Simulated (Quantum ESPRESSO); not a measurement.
# Ionisation energy and electron affinity at C(110), part 2 of 2

Aim: the bulk band edges under the vacuum level at C(110), before and after the surface relaxes.

Quantum ESPRESSO 7.5; plane-wave DFT, PBE, GBRV ultrasoft pseudopotentials.

So far. Step 7 (Potential by pp.x of the relaxed slab): The vacuum is flat to 0.1 meV/Å, so its level is well defined. Inside the slab the curve depends on the local part of the pseudopotentials; only the vacuum level has a meaning of its own. Step 8 (Planar and running averages): Where the running mean is not flat inside, average.x's window, rounded to the grid, doesn't match the spacings there.

**9. Projected density of states of the relaxed slab**

Layer by layer, the projected DOS shows whether surface states reach into the gap.

pdos.in

```
&projwfc
  prefix = 'scf'
  outdir = './out'
  filpdos = 'pdos'
  Emin = -0.079
  Emax = 5.921
  DeltaE = 0.05
  ngauss = 0
  degauss = 0.006
/
```

On the command line:

```sh
$ OMP_NUM_THREADS=1 mpirun -n 4 projwfc.x -in pdos.in > pdos.out
```

The job ended after 1.3 s (4 MPI ranks of Arm Neoverse V1, shared host; peak memory 0.11 GiB; 5 s of CPU time).

Numbers from this step:

```
spilling of the projection : 0.0054
```

Gaussian width 0.006 Ry. Table of density of states by energy, zero at the Fermi level; read off at these points:

```
energy (eV)  density of states (states/eV a cell)
      -3.00                                  3.91
      -2.95                                  4.24
      -2.85                                  1.96
      -2.65                                  1.69
      -2.50                                  1.12
      -2.35                                 0.473
      -2.20                                  4.84
      -2.00                                 0.396
      -1.85                                  1.43
      -1.70                                  0.55
      -1.55                                 0.568
      -1.35                                 0.249
      -1.20                                  4.71
      -1.15                                  4.74
      -1.05                                  2.34
      -0.85                                 0.225
      -0.70                                  2.75
      -0.55                                  4.26
      -0.45                                  6.47
      -0.40                                  6.24
      -0.20                                  1.38
      -0.05                                  3.25
       0.00                                  3.08
       0.10                                  1.73
       0.25                                 0.192
       0.45                                  1.32
       0.60                                 0.171
       0.75                                 0.577
       0.90                                 0.417
       1.10                                 0.434
       1.25                                  2.47
       1.40                                   2.7
       1.60                                  3.36
       1.65                                  3.58
       1.75                                  1.93
       1.90                                  1.71
       2.05                                  2.61
       2.25                                  0.59
       2.40                               0.00231
       2.55                                 0.431
       2.70                                 0.383
       2.90                                 0.289
       3.05                                  1.67
```

Projected DOS an atom over height of the atomic layer and energy from the Fermi level. Columns are the atomic layers from the bottom up.

Values in states/eV, 22 rows by 9 columns, each cell a mean:
```
0.15 0.03 0.02 0.01 0.01 0.01 0.02 0.03 0.15
0.09 0.02 0.02 0.01 0.01 0.01 0.02 0.02 0.09
0.02 0.00 0.00 0.00 0.00 0.00 0.00 0.00 0.02
0.39 0.08 0.04 0.02 0.01 0.02 0.04 0.08 0.39
0.35 0.06 0.03 0.02 0.01 0.02 0.03 0.06 0.35
0.57 0.07 0.04 0.02 0.01 0.02 0.04 0.07 0.57
0.47 0.07 0.03 0.02 0.00 0.02 0.03 0.07 0.47
0.08 0.02 0.00 0.00 0.00 0.00 0.00 0.02 0.08
0.06 0.02 0.00 0.00 0.00 0.00 0.00 0.02 0.06
0.22 0.01 0.03 0.00 0.00 0.00 0.03 0.01 0.22
0.22 0.01 0.02 0.01 0.00 0.01 0.02 0.01 0.22
0.42 0.06 0.06 0.02 0.02 0.02 0.06 0.06 0.42
0.88 0.17 0.08 0.02 0.01 0.02 0.08 0.17 0.88
0.46 0.15 0.07 0.01 0.01 0.01 0.07 0.15 0.46
0.13 0.02 0.03 0.03 0.04 0.03 0.03 0.02 0.13
0.53 0.10 0.09 0.01 0.02 0.01 0.09 0.10 0.53
0.01 0.02 0.03 0.01 0.00 0.01 0.03 0.02 0.01
0.21 0.02 0.02 0.01 0.00 0.01 0.02 0.02 0.21
0.07 0.04 0.07 0.10 0.12 0.10 0.07 0.04 0.07
0.05 0.07 0.10 0.16 0.21 0.16 0.10 0.07 0.05
0.02 0.03 0.11 0.13 0.10 0.13 0.11 0.03 0.02
0.12 0.12 0.16 0.18 0.18 0.18 0.16 0.12 0.12
```
Columns: height of the atomic layer (Å) from 8.17 to 17.9 (not evenly spaced); rows upwards: energy from the Fermi level (eV) from -3.00 to 3.05.

Löwdin valence electrons by atom:

```
atom  Löwdin valence electrons (e)
  C1                          3.98
  C2                          3.98
  C3                          3.96
  C4                          3.96
  C5                          3.99
  C6                          3.99
  C7                          3.98
  C8                          3.98
  C9                          3.99
 C10                          3.99
 C11                          3.98
 C12                          3.98
 C13                          3.99
 C14                          3.99
 C15                          3.96
 C16                          3.96
 C17                          3.98
 C18                          3.98
```

The atomic orbitals miss 0.5 % of the occupied states; for empty states the projections can miss much more.

**10. SCF with pw.x of the bulk crystal**

The bulk crystal in a cell of two such layers; its band edges will be hung on the mean potential.

System of this step: C, diamond at a = 3.57 Å. It takes space group Fd-3m (No. 227, cubic). Conventional cell: a = 3.570 Å, b = 3.570 Å, c = 3.570 Å, α = 90.00°, β = 90.00°, γ = 90.00°. Nearest to C lie 4 C at 1.55 Å.

a.in

```
&control
  prefix = 'a'
  outdir = './out'
  pseudo_dir = './pseudo'
  calculation = 'scf'
  tprnfor = .true.
/
&system
  ibrav = 0
  nat = 4
  ntyp = 1
  ecutwfc = 40
  ecutrho = 200
  occupations = 'smearing'
  smearing = 'fd'
  degauss = 0.002
/
&electrons
  conv_thr = 1e-08
  mixing_beta = 0.4
  electron_maxstep = 120
/
ATOMIC_SPECIES
  C   12.0110  c_pbe_v1.2.uspp.F.UPF
CELL_PARAMETERS angstrom
  3.57000000000000 0.00000000000000 0.00000000000000
  0.00000000000000 2.52437120883597 0.00000000000000
  0.00000000000000 0.00000000000000 2.52437120883597
ATOMIC_POSITIONS crystal
  C   0.000000000000 0.000000000000 0.000000000000
  C   0.250000000000 0.500000000000 0.000000000000
  C   0.500000000000 0.500000000000 0.500000000000
  C   0.750000000000 0.000000000000 0.500000000000
K_POINTS automatic
  6 8 8 0 0 0
```

On the command line:

```sh
$ OMP_NUM_THREADS=1 mpirun -n 4 pw.x -nk 4 -in a.in > a.out
```

Run time: 1.8 s. Hardware: 4 MPI ranks; peak memory 0.11 GiB; 7 s of CPU time.

Numbers from this step:

```
free energy  : -624.8062 eV
Fermi energy : 14.94 eV
```

The run needed 7 iterations to bring the estimated error under 1e-08 Ry.

**11. Bands along a path of the bulk crystal**

The density is frozen and the levels are solved along a path.

a.bands.in, as its differences from the input of step 10:

```diff
@@ -1,7 +1,6 @@
 &control
-  prefix = 'a'
+  prefix = 'a.bands'
   outdir = './out'
   pseudo_dir = './pseudo'
-  calculation = 'scf'
-  tprnfor = .true.
+  calculation = 'bands'
 /
@@ -16,5 +15,6 @@
   degauss = 0.002
+  nbnd = 16
 /
 &electrons
-  conv_thr = 1e-08
+  conv_thr = 1e-07
   mixing_beta = 0.4
@@ -33,3 +33,9 @@
   C   0.750000000000 0.000000000000 0.500000000000
-K_POINTS automatic
-  6 8 8 0 0 0
+K_POINTS crystal_b
+6
+  0.0000000000 0.0000000000 0.0000000000 20
+  1.0000000000 0.0000000000 0.0000000000 1
+  0.0000000000 0.0000000000 0.0000000000 20
+  0.5000000000 0.0000000000 0.5000000000 1
+  0.0000000000 0.0000000000 0.0000000000 20
+  0.0000000000 0.5000000000 0.5000000000 1
```

On the command line:

```sh
$ cp -r out/a.save out/a.bands.save
$ cp out/a.xml out/a.bands.xml
$ OMP_NUM_THREADS=1 mpirun -n 4 pw.x -nk 4 -in a.bands.in > a.bands.out
```

Elapsed: 1.5 s, on 4 MPI ranks; peak memory 0.11 GiB; 5.9 s of CPU time.

Numbers from this step:

```
valence top, on the run's zero       : 13.30 eV
conduction bottom, on the run's zero : 17.44 eV
gap by band count                    : 4.145 eV
```

Band numbers count within the set of bands kept for display. Electronic bands along the path, in eV, zero at the Fermi level, which the smearing puts inside the gap; v1 is the highest filled band, c1 the lowest empty one:

```
  point     v4     v3     v2     v1    c1    c2    c3    c4
      L  -4.44  -4.44  -4.44  -4.44  6.81  6.81  6.81  6.81
halfway  -8.22  -6.51  -3.39  -3.39  4.44  6.13  6.13  6.49
      Γ  -7.93  -1.64  -1.64  -1.64  3.13  3.13  3.94  3.94
halfway  -9.94  -6.15  -5.75  -5.75  2.80  8.61  8.97  8.97
      X  -7.93  -7.93  -7.93  -7.93  3.13  3.13  3.13  3.13
```

This cell folds an X point onto Γ; unfolded, the conduction bottom lies on the line from Γ to X.

**12. Potential by pp.x of the bulk crystal**

a.pot.in

```
&inputpp
  prefix = 'a'
  outdir = './out'
  filplot = 'a.pot.dat'
  plot_num = 11
/
```

On the command line:

```sh
$ OMP_NUM_THREADS=1 mpirun -n 4 pp.x -in a.pot.in > a.pot.out
```

The job ended after 0.61 s (4 MPI ranks; peak memory 0.11 GiB; 2.1 s of CPU time).

Electrostatic potential energy of an electron; zero at the Fermi level, which the smearing puts inside the gap. Potential energy, planar mean against z:

```
z (Å)  potential energy, planar mean (eV)
0.000                               -18.1
0.105                               -17.4
0.210                               -15.3
0.316                               -12.5
0.421                               -9.76
0.526                               -7.74
0.631                               -6.98
0.736                               -7.74
0.841                               -9.76
0.947                               -12.5
1.052                               -15.3
1.157                               -17.4
1.262                               -18.1
1.367                               -17.4
1.473                               -15.3
1.578                               -12.5
1.683                               -9.76
1.788                               -7.74
1.893                               -6.98
1.998                               -7.74
2.104                               -9.76
2.209                               -12.5
2.314                               -15.3
2.419                               -17.4
```

**13. Macroscopic average**

a.avg.in

```
1
a.pot.dat
1.0
40
3
4.7703702216
```

On the command line:

```sh
$ OMP_NUM_THREADS=1 average.x < a.avg.in > a.avg.out
```

Wall time 0.46 s (1 MPI rank); peak memory 0.11 GiB.

Read from the output:

* average.x's running mean over the crystal, on the run's own zero: 2.403 eV
* mean potential by an exact Fourier window over the crystal, on the run's own zero: 2.403 eV

**14. A check by hand**

In the relaxed slab the vacuum level is 8.357 eV and the mean potential in the middle -8.793 eV, on the run's zero. In the bulk the valence top lies 10.894 eV over the mean potential. So IE = 8.357 − (-8.793) − 10.894 = 6.256 eV.

**15. What came out**

| Quantity | Value |
| --- | --- |
| bulk valence top under the vacuum, relaxed face | 6.25 eV |
| bulk conduction bottom under the vacuum, relaxed face | 2.11 eV |
| bulk valence top under the vacuum, ideal face | 6.71 eV |
| buckling angle of the top chain, seen along the chain | 0.0 degrees |
| gap of the slab on the mesh | -0.72 eV |
| bulk gap along the path | 4.14 eV |

What this shows: At the relaxed face the bulk valence top lies 6.25 eV under the vacuum level and the conduction bottom 2.11 eV (PBE, GBRV ultrasoft). The top layer stays flat, as the symmetry of the start demands; a buckled chain was not tried. Relaxation moves the ionisation energy by -0.45 eV, a change of the surface dipole alone, since the bulk levels are the same. The slab's gap of -0.72 eV is closed: surface bands overlap. Experiments, on faces that may differ from this one, give 5.85 to 6.5 eV, as collected in arxiv:1603.01428 (2016); the value here lies within that range. These are Kohn-Sham levels: semilocal valence tops lie too high and gaps are too small, so real ionisation energies are mostly larger. The lattice constant was set to 3.57 Å, near the PBE value; the thickness was not varied.

[Logs are printed without paths, hosts, clocks, repeated set-up lines and the standing remarks that a program may print on its own settings, such as how far it seeks lower states.]

[Hosts, paths, dates, database ids (printed as entryN), source tags and the programs' standing remarks are cut or masked in the printed files.]

[Maps of the electrostatic potential energy from Ansatz leave out the sawtooth potential of an applied field or a dipole correction, so their vacuum need not be flat; planar profiles and work functions include it.]
